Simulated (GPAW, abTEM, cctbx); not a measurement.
## AlOs3: the scripts behind a bonding study

Short scripts, each with its output. The cell comes from substitution in a known structure type and wasn't matched to any measured phase.

## 1. Build the all-electron density and subtract free atoms

```text
cell
1.0
     0.000000000    3.059853130    3.059853130
     3.059853130    0.000000000    3.059853130
     3.059853130    3.059853130    0.000000000
Os Al
3 1
Direct
0.750000000 0.750000000 0.750000000
0.250000000 0.250000000 0.250000000
0.500000000 0.500000000 0.500000000
0.000000000 0.000000000 0.000000000
```

```python
import numpy as np
from ase.io import read
from ase.units import Bohr
from gpaw import GPAW, PW, FermiDirac
from gpaw.calculator import GPAW as OldGPAW
from gpaw.mpi import serial_comm, world
from scipy.special import erfc
from scipy.spatial import cKDTree

atoms = read("cell.vasp")
atoms.calc = GPAW(mode=PW(450), xc="PBE", kpts={"size": (7, 7, 7), "gamma": True},
                 occupations=FermiDirac(0.1), maxiter=120, symmetry={"tolerance": 1e-5}, txt="scf.txt")
atoms.get_potential_energy()
rho = atoms.calc.get_all_electron_density(gridrefinement=2)
moments = atoms.get_magnetic_moments() if atoms.calc.get_number_of_spins() == 2 else np.zeros(len(atoms))
total = atoms.get_magnetic_moment() if moments.any() else 0.0
if world.rank == 0:
    free = OldGPAW(mode=PW(450), xc="PBE", txt=None, communicator=serial_comm)
    neutral = atoms.copy()
    neutral.set_initial_magnetic_moments(None)
    free.initialize(neutral)
    free.set_positions(neutral)
    drho = rho - free.get_all_electron_density(gridrefinement=2)
    # GPAW starts from confined atoms: exchange their smooth part for that of the datasets' free atoms
    h = np.stack(np.meshgrid(*[np.fft.fftfreq(n, 1 / n) for n in drho.shape], indexing="ij"), -1)
    gabs = np.linalg.norm(h @ atoms.cell.reciprocal(), axis=-1)
    tails = np.fft.fftn(free.get_pseudo_density(gridrefinement=2))
    g, form, v0 = np.linspace(0, gabs.max(), 1500), {}, 0
    for e in set(atoms.symbols):
        idx = atoms.symbols.search(e)
        d = free.setups[idx[0]].data
        r, w = d.rgd.r_g * Bohr, d.rgd.r_g**2 * d.rgd.dr_g
        j0 = np.sinc(2 * g[:, None] * r)
        smooth = sum(f * p**2 for f, p in zip(d.f_j, d.phit_jg)) + np.sqrt(4 * np.pi) * d.nct_g
        full = sum(f * p**2 for f, p in zip(d.f_j, d.phi_jg)) + np.sqrt(4 * np.pi) * d.nc_g
        phase = sum(np.exp(-2j * np.pi * h @ s) for s in atoms.get_scaled_positions()[idx])
        tails -= np.interp(gabs, g, j0 @ (smooth * w)) * phase * drho.size / atoms.get_volume()
        form[e] = j0 @ (full * w)
        v0 += 2 * np.pi / 3 * 14.3996 * (full * w * r**2).sum() * len(idx)  # V A^3
    tails *= 0.5 * erfc((gabs - 1.8) / 0.25)  # the tails differ at long wavelengths alone
    drho += np.fft.ifftn(tails).real  # crystal minus superposed spherical free atoms
    np.save("drho.npy", drho)
    dv = atoms.get_volume() / drho.size
    print("grid", drho.shape, " electrons %.3f" % (rho.sum() * dv), " moved by bonding %.3f e" % (abs(drho).sum() * dv / 2))
    pts = np.indices(drho.shape).reshape(3, -1).T / drho.shape @ atoms.cell
    shifts = (np.indices((3, 3, 3)).reshape(3, -1).T - 1) @ atoms.cell
    images = (atoms.positions[None] + shifts[:, None]).reshape(-1, 3)
    dist, idx = cKDTree(images).query(pts, k=4)
    out = drho.ravel()[dist[:, 0] > 0.5]
    print("deformation density beyond 0.5 A of the nuclei: max %.3f, min %.3f e/A^3" % (out.max(), out.min()))
    tie = dist < dist[:, :1] + 1e-4
    q = -np.bincount((idx % len(atoms))[tie], (drho.ravel()[:, None] / tie.sum(1, keepdims=True) * tie)[tie], len(atoms)) * dv
    print("atom        x       y       z   Voronoi charge  moment")
    for a, s, c, m in zip(atoms, atoms.get_scaled_positions(), q, moments):
        print("%-2s%-3d %7.4f %7.4f %7.4f %10.3f %10.2f" % (a.symbol, a.index + 1, *s, c, m))
    np.savez("free.npz", g=g, **form)
    print("mean inner potential of superposed free atoms %.3f V" % (v0 / atoms.get_volume()))
    print("total magnetic moment %.3f muB" % total)
```

```console
$ OMP_NUM_THREADS=1 mpirun -n 4 gpaw python run.py > gpaw.log
```

```text
grid (48, 48, 48)  electrons 241.000  moved by bonding 0.955 e
deformation density beyond 0.5 A of the nuclei: max 0.197, min -0.277 e/A^3
atom        x       y       z   Voronoi charge  moment
Os1    0.7500  0.7500  0.7500     -0.032       0.00
Os2    0.2500  0.2500  0.2500     -0.032       0.00
Os3    0.5000  0.5000  0.5000      0.004       0.00
Al4    0.0000  0.0000  0.0000      0.060       0.00
mean inner potential of superposed free atoms 34.402 V
total magnetic moment 0.000 muB
```

Time: 9.7 s on 4 cores of Arm Neoverse V2 (shared host), peak memory 0.76 GiB.

## 2. Fourier-transform the difference

```python
from cctbx import adptbx, crystal, miller, xray
from cctbx.eltbx import tiny_pse
import numpy as np

cs = crystal.symmetry(unit_cell=(6.1197, 6.1197, 6.1197, 90, 90, 90), space_group_symbol='Hall: -F 4 2 3')  # Fm-3m
atoms = [  # label, site, U (iso, or U11 U22 U33 U12 U13 U23 in A^2), occupancy
    ("Os1", (0.25, 0.25, 0.75), 0.0000, 1),
    ("Os2", (0.5, 0, 0), 0.0000, 1),
    ("Al1", (0, 0, 0), 0.0000, 1),
]
xs = xray.structure(crystal_symmetry=cs)
for label, site, u, occ in atoms:
    u = adptbx.u_cif_as_u_star(cs.unit_cell(), u) if isinstance(u, tuple) else u
    xs.add_scatterer(xray.scatterer(label, site=site, u=u, occupancy=occ))
xs.scattering_type_registry(table="wk1995")
drho = np.load("drho.npy")
T = np.array([[-1, 1, 1], [1, -1, 1], [1, 1, -1]])  # conventional axes in terms of the primitive ones
dF = np.fft.ifftn(drho) * 229.18792  # electrons a conventional cell, indexed by primitive hkl
ms = miller.build_set(cs, anomalous_flag=False, d_min=0.9).sort("resolution")
iam = ms.structure_factors_from_scatterers(xs, algorithm="direct").f_calc()
p1 = xs.expand_to_p1()
z = np.array([tiny_pse.table(sc.scattering_type).atomic_number() for sc in p1.scatterers()])
x = np.array(p1.sites_frac())
free = np.load("free.npz")
print("static structure factors of the conventional cell: F in electrons, V (Mott-Bethe) in volts")
print("   h  k  l      d  |F| table  |F| free   |F| DFT   change   |V| free  |V| DFT  change %")
for h, d, table in list(zip(ms.indices(), ms.d_spacings().data(), iam.data()))[:16]:
    df = dF[tuple(np.rint(np.linalg.solve(T, h)).astype(int))]
    phase = np.exp(2j * np.pi * x @ h)
    f = sum(np.interp(1 / d, free["g"], free[sc.scattering_type]) * p for sc, p in zip(p1.scatterers(), phase))
    fz = (z * phase).sum()
    c = 14.3996 * d * d / (np.pi * cs.unit_cell().volume())
    v0, v1 = abs(fz - f) * c, abs(fz - f - df) * c
    print("%4d%3d%3d %7.4f %9.3f %9.3f %9.3f %8.3f %9.3f %8.3f %8s" % (h + (d, abs(table), abs(f), abs(f + df), abs(f + df) - abs(f), v0, v1, "%.1f" % (100 * (v1 / v0 - 1)) if v0 > 0.02 else "-")))
```

```console
$ python run.py
```

```text
static structure factors of the conventional cell: F in electrons, V (Mott-Bethe) in volts
   h  k  l      d  |F| table  |F| free   |F| DFT   change   |V| free  |V| DFT  change %
   1  1  1  3.5332   234.051   233.879   234.024    0.145     4.524    4.488     -0.8
   0  2  0  3.0598   229.013   228.864   229.023    0.159     4.332    4.302     -0.7
   0  2  2  2.1636   777.869   777.034   775.539   -1.495    17.504   17.644      0.8
   1  3  1  1.8452   203.421   203.061   202.854   -0.207     3.332    3.346      0.4
   2  2  2  1.7666   200.622   200.252   200.439    0.187     3.230    3.218     -0.4
   0  4  0  1.5299   693.235   691.951   691.157   -0.794    12.735   12.772      0.3
   1  3  3  1.4040   184.324   184.106   184.186    0.080     2.676    2.673     -0.1
   0  4  2  1.3684   182.368   182.185   181.974   -0.211     2.615    2.622      0.3
   2  4  2  1.2492   634.003   633.467   634.079    0.612    10.315   10.296     -0.2
   3  3  3  1.1777   170.569   170.589   170.373   -0.215     2.258    2.264      0.3
   1  5  1  1.1777   170.569   170.589   170.766    0.178     2.258    2.253     -0.2
   0  4  4  1.0818   588.664   588.570   589.150    0.581     8.787    8.774     -0.2
   1  5  3  1.0344   160.104   160.185   160.190    0.005     1.965    1.965     -0.0
   2  4  4  1.0199   158.963   159.040   159.528    0.489     1.934    1.924     -0.5
   0  6  0  1.0199   158.963   159.040   157.657   -1.383     1.934    1.963      1.5
   0  6  2  0.9676   552.398   552.256   552.009   -0.246     7.710    7.714      0.1
```

Time: 0.23 s on 1 core of Arm Neoverse V2 (shared host), peak memory 0.08 GiB.

## 3. Propagate a plane wave with and without the bonding term

```python
import abtem
import numpy as np
from ase.build import make_supercell
from ase.io import read

abtem.config.set({"dask.lazy": False, "fft": "fftw", "diagnostics.progress_bar": False})
M = [[-1, 1, -1], [-1, 1, 1], [1, 1, -1]]  # rows: x, y and beam direction in the primitive cell's axes
unit = make_supercell(read("cell.vasp"), M)
unit.set_cell(list(unit.cell.lengths()) + [90, 90, 90], scale_atoms=True)
unit.positions[:, 2] += 0.7650  # keeps atomic planes off the slice boundaries
unit.wrap()
slab = unit * (1, 1, 96)
print(slab.get_chemical_formula(), "| box %.2f x %.2f x %.2f A" % tuple(slab.cell.lengths()))

# change of the potential by bonding, from the DFT deformation density (Poisson's equation term by term)
drho = np.load("drho.npy")
prim = read("cell.vasp")
h = np.stack(np.meshgrid(*[np.fft.fftfreq(n, 1 / n) for n in drho.shape], indexing="ij"), -1).reshape(-1, 3).astype(int)
g2 = ((h @ prim.cell.reciprocal()) ** 2).sum(1)
keep = (g2 > 0) & (g2 < 2.5**2)
shape = (175, 175, 36)
vg = np.zeros(shape, complex)
hm = h[keep] @ np.array(M).T
move = np.exp(-2j * np.pi * hm[:, 2] * (0.7650 / unit.cell[2, 2] - 0.5 / shape[2]))  # the same shift, sampled at mid-points
vg[tuple(hm.T % np.array(shape)[:, None])] = -14.3996 / np.pi * (np.fft.fftn(drho).ravel() / drho.size)[keep] / g2[keep] * move
dV = np.fft.ifftn(vg).real * vg.size
dV = dV.reshape(175, 175, 4, 9).mean(3) * unit.cell[2, 2] / 4  # V A, projected in each slice
dV = np.tile(dV.transpose(2, 0, 1), (96, 1, 1))


def build(atoms):
    p = abtem.Potential(atoms, gpts=(175, 175), slice_thickness=[slab.cell[2, 2] / 384] * 384,
                        parametrization="lobato", projection="infinite", exit_planes=32).build()
    p.array[:] += BONDING * dV
    return p


def potentials():
    yield build(slab)  # atoms at rest


for label, BONDING in (("IAM", 0.0), ("DFT", 1.0)):
    print("=====", label)
    potential = build(slab)
    print("grid", potential.gpts, "slices", potential.num_slices)
    thickness = potential.exit_thicknesses
    wave = abtem.PlaneWave(energy=200000)
    dp = np.mean([wave.multislice(p).diffraction_patterns(max_angle="valid").array for p in potentials()], axis=0)
    hkl = [(0, 0, 0), (2, 0, 0), (2, 2, 0)]
    nx, ny = dp.shape[-2:]
    print("intensity of each beam, fraction of the incident wave")
    print("  t (A)" + "".join("%9s" % " ".join(map(str, h)) for h in hkl) + "  diffuse    total")
    grid = np.zeros((nx, ny), bool)
    grid[nx // 2 % 1::1, ny // 2 % 1::1] = True
    for t, a in list(zip(thickness, dp))[1:]:
        idx = [np.rint(np.array(M) @ np.linalg.solve([[-1, 1, 1], [1, -1, 1], [1, 1, -1]], h)).astype(int) for h in hkl]
        print("%7.1f" % t + "".join("%9.5f" % a[nx // 2 + i[0] * 1, ny // 2 + i[1] * 1] for i in idx) + "%9.4f%9.4f" % (a[~grid].sum(), a.sum()))
```

```console
$ python run.py
```

```text
Al384Os1152 | box 6.12 x 6.12 x 587.49 A
===== IAM
grid (175, 175) slices 384
intensity of each beam, fraction of the incident wave
  t (A)    0 0 0    2 0 0    2 2 0  diffuse    total
   49.0  0.71864  0.01230  0.00735   0.0000   0.9741
   97.9  0.43367  0.03286  0.02298   0.0000   0.9587
  146.9  0.25466  0.05831  0.02477   0.0000   0.9265
  195.8  0.09329  0.09919  0.00473   0.0000   0.8883
  244.8  0.00542  0.11215  0.00353   0.0000   0.8567
  293.7  0.01339  0.08070  0.01664   0.0000   0.8133
  342.7  0.06950  0.03793  0.01802   0.0000   0.7819
  391.7  0.16679  0.02327  0.01099   0.0000   0.7653
  440.6  0.24488  0.02132  0.00654   0.0000   0.7545
  489.6  0.25428  0.01755  0.00690   0.0000   0.7424
  538.5  0.22459  0.01440  0.00445   0.0000   0.7322
  587.5  0.15315  0.01682  0.00266   0.0000   0.7269
===== DFT
grid (175, 175) slices 384
intensity of each beam, fraction of the incident wave
  t (A)    0 0 0    2 0 0    2 2 0  diffuse    total
   49.0  0.71718  0.01217  0.00761   0.0000   0.9739
   97.9  0.42615  0.03298  0.02340   0.0000   0.9582
  146.9  0.24605  0.05871  0.02484   0.0000   0.9258
  195.8  0.09044  0.09910  0.00445   0.0000   0.8878
  244.8  0.00524  0.11186  0.00354   0.0000   0.8565
  293.7  0.01364  0.08037  0.01723   0.0000   0.8127
  342.7  0.07174  0.03695  0.01868   0.0000   0.7808
  391.7  0.16927  0.02204  0.01122   0.0000   0.7640
  440.6  0.24496  0.02097  0.00659   0.0000   0.7528
  489.6  0.25024  0.01853  0.00696   0.0000   0.7396
  538.5  0.21724  0.01618  0.00429   0.0000   0.7286
  587.5  0.14606  0.01829  0.00213   0.0000   0.7224
```

Time: 6.9 s.

## 4. Rock the beam across one reflection

```python
import abtem
import numpy as np
from ase.build import make_supercell
from ase.io import read

abtem.config.set({"dask.lazy": False, "fft": "fftw", "diagnostics.progress_bar": False})
M = [[-1, 1, -1], [-1, 1, 1], [1, 1, -1]]  # rows: x, y and beam direction in the primitive cell's axes
unit = make_supercell(read("cell.vasp"), M)
unit.set_cell(list(unit.cell.lengths()) + [90, 90, 90], scale_atoms=True)
unit.positions[:, 2] += 0.7650  # keeps atomic planes off the slice boundaries
unit.wrap()
slab = unit * (1, 1, 112)
print(slab.get_chemical_formula(), "| box %.2f x %.2f x %.2f A" % tuple(slab.cell.lengths()))

# change of the potential by bonding, from the DFT deformation density (Poisson's equation term by term)
drho = np.load("drho.npy")
prim = read("cell.vasp")
h = np.stack(np.meshgrid(*[np.fft.fftfreq(n, 1 / n) for n in drho.shape], indexing="ij"), -1).reshape(-1, 3).astype(int)
g2 = ((h @ prim.cell.reciprocal()) ** 2).sum(1)
keep = (g2 > 0) & (g2 < 2.5**2)
shape = (136, 136, 36)
vg = np.zeros(shape, complex)
hm = h[keep] @ np.array(M).T
move = np.exp(-2j * np.pi * hm[:, 2] * (0.7650 / unit.cell[2, 2] - 0.5 / shape[2]))  # the same shift, sampled at mid-points
vg[tuple(hm.T % np.array(shape)[:, None])] = -14.3996 / np.pi * (np.fft.fftn(drho).ravel() / drho.size)[keep] / g2[keep] * move
dV = np.fft.ifftn(vg).real * vg.size
dV = dV.reshape(136, 136, 4, 9).mean(3) * unit.cell[2, 2] / 4  # V A, projected in each slice
dV = np.tile(dV.transpose(2, 0, 1), (112, 1, 1))


def build(atoms):
    p = abtem.Potential(atoms, gpts=(136, 136), slice_thickness=[slab.cell[2, 2] / 448] * 448,
                        parametrization="lobato", projection="infinite", exit_planes=112).build()
    p.array[:] += BONDING * dV
    return p


def potentials():
    yield build(slab)  # atoms at rest


for label, BONDING in (("IAM", 0.0), ("DFT", 1.0)):
    print("=====", label)
    potential = build(slab)
    print("grid", potential.gpts, "slices", potential.num_slices)
    thickness = potential.exit_thicknesses
    h = np.array(M) @ np.linalg.solve(np.array([[-1, 1, 1], [1, -1, 1], [1, 1, -1]]), [2, 0, 0])
    ix, iy = round(h[0]) * 1, round(h[1]) * 1
    gxy = h[:2] / unit.cell.lengths()[:2]
    along = gxy / np.hypot(*gxy)
    across = np.array([-along[1], along[0]])
    bragg = 500 * abtem.PlaneWave(energy=200000).wavelength * np.hypot(*gxy)
    print("Bragg angle %.3f mrad; beam tilted 37 mrad off the zone axis across the row" % bragg)
    print("dark-field intensity of 2 0 0 against tilt along the row, in Bragg angles")
    print("  t (A)" + "".join("%8.2f" % s for s in [0.2, 0.4, 0.6, 0.8, 1.0, 1.2, 1.4, 1.6, 1.8, 2.0, 2.2, 2.4, 2.6]))
    rows = []
    row = [(n * ix, n * iy) for n in range(-8, 9)]
    for s in [0.2, 0.4, 0.6, 0.8, 1.0, 1.2, 1.4, 1.6, 1.8, 2.0, 2.2, 2.4, 2.6]:
        tilt = -s * bragg * along + 37 * across
        dp = abtem.PlaneWave(energy=200000, tilt=tuple(tilt)).multislice(potential).diffraction_patterns(max_angle="valid").array
        rows.append(dp[:, dp.shape[1] // 2 + ix, dp.shape[2] // 2 + iy])
        if s == 1.0:
            cx, cy = dp.shape[1] // 2, dp.shape[2] // 2
            share = sum(dp[:, cx + i, cy + j] for i, j in row if abs(i) < cx and abs(j) < cy) / dp.sum(axis=(1, 2))
            total = dp.sum(axis=(1, 2))
    for t, a in list(zip(thickness, np.array(rows).T))[1:]:
        print("%7.1f" % t + "".join("%8.4f" % v for v in a))
    print("at the Bragg tilt, share in the row:", share[1:].round(3).tolist(), "total:", total[1:].round(3).tolist())
```

```console
$ python run.py
```

```text
Al448Os1344 | box 6.12 x 6.12 x 685.41 A
===== IAM
grid (136, 136) slices 448
Bragg angle 4.098 mrad; beam tilted 37 mrad off the zone axis across the row
dark-field intensity of 2 0 0 against tilt along the row, in Bragg angles
  t (A)    0.20    0.40    0.60    0.80    1.00    1.20    1.40    1.60    1.80    2.00    2.20    2.40    2.60
  171.4  0.0276  0.0431  0.0708  0.1025  0.1199  0.1058  0.0772  0.0514  0.0354  0.0258  0.0215  0.0186  0.0167
  342.7  0.0250  0.0827  0.1665  0.0889  0.0686  0.0873  0.1616  0.0844  0.0282  0.0345  0.0210  0.0233  0.0102
  514.1  0.0067  0.0686  0.0992  0.0566  0.0551  0.0582  0.0943  0.0648  0.0091  0.0406  0.0076  0.0156  0.0532
  685.4  0.0053  0.0209  0.0675  0.0454  0.1062  0.0472  0.0673  0.0183  0.0040  0.0380  0.0055  0.0292  0.0016
at the Bragg tilt, share in the row: [0.39899998903274536, 0.28700000047683716, 0.21899999678134918, 0.1979999989271164] total: [0.953000009059906, 0.9240000247955322, 0.8949999809265137, 0.8700000047683716]
===== DFT
grid (136, 136) slices 448
Bragg angle 4.098 mrad; beam tilted 37 mrad off the zone axis across the row
dark-field intensity of 2 0 0 against tilt along the row, in Bragg angles
  t (A)    0.20    0.40    0.60    0.80    1.00    1.20    1.40    1.60    1.80    2.00    2.20    2.40    2.60
  171.4  0.0273  0.0424  0.0697  0.1011  0.1184  0.1044  0.0761  0.0508  0.0351  0.0255  0.0211  0.0183  0.0163
  342.7  0.0248  0.0803  0.1636  0.0868  0.0670  0.0852  0.1588  0.0820  0.0280  0.0344  0.0207  0.0232  0.0105
  514.1  0.0062  0.0677  0.0992  0.0551  0.0524  0.0566  0.0940  0.0636  0.0086  0.0403  0.0074  0.0153  0.0508
  685.4  0.0050  0.0206  0.0648  0.0473  0.1098  0.0493  0.0648  0.0178  0.0037  0.0387  0.0055  0.0284  0.0018
at the Bragg tilt, share in the row: [0.3959999978542328, 0.2879999876022339, 0.21699999272823334, 0.20100000500679016] total: [0.953000009059906, 0.9240000247955322, 0.8939999938011169, 0.8700000047683716]
```

Time: 21 s.

[Outputs are excerpts: Python notices, other lines and further rows are left out; steps that failed or that the build refused (PBEsol, TPSS) are not shown.]

[Logs are printed without paths, hosts, clocks, repeated set-up lines and the standing remarks that a program may print on its own settings, such as how far it seeks lower states.]
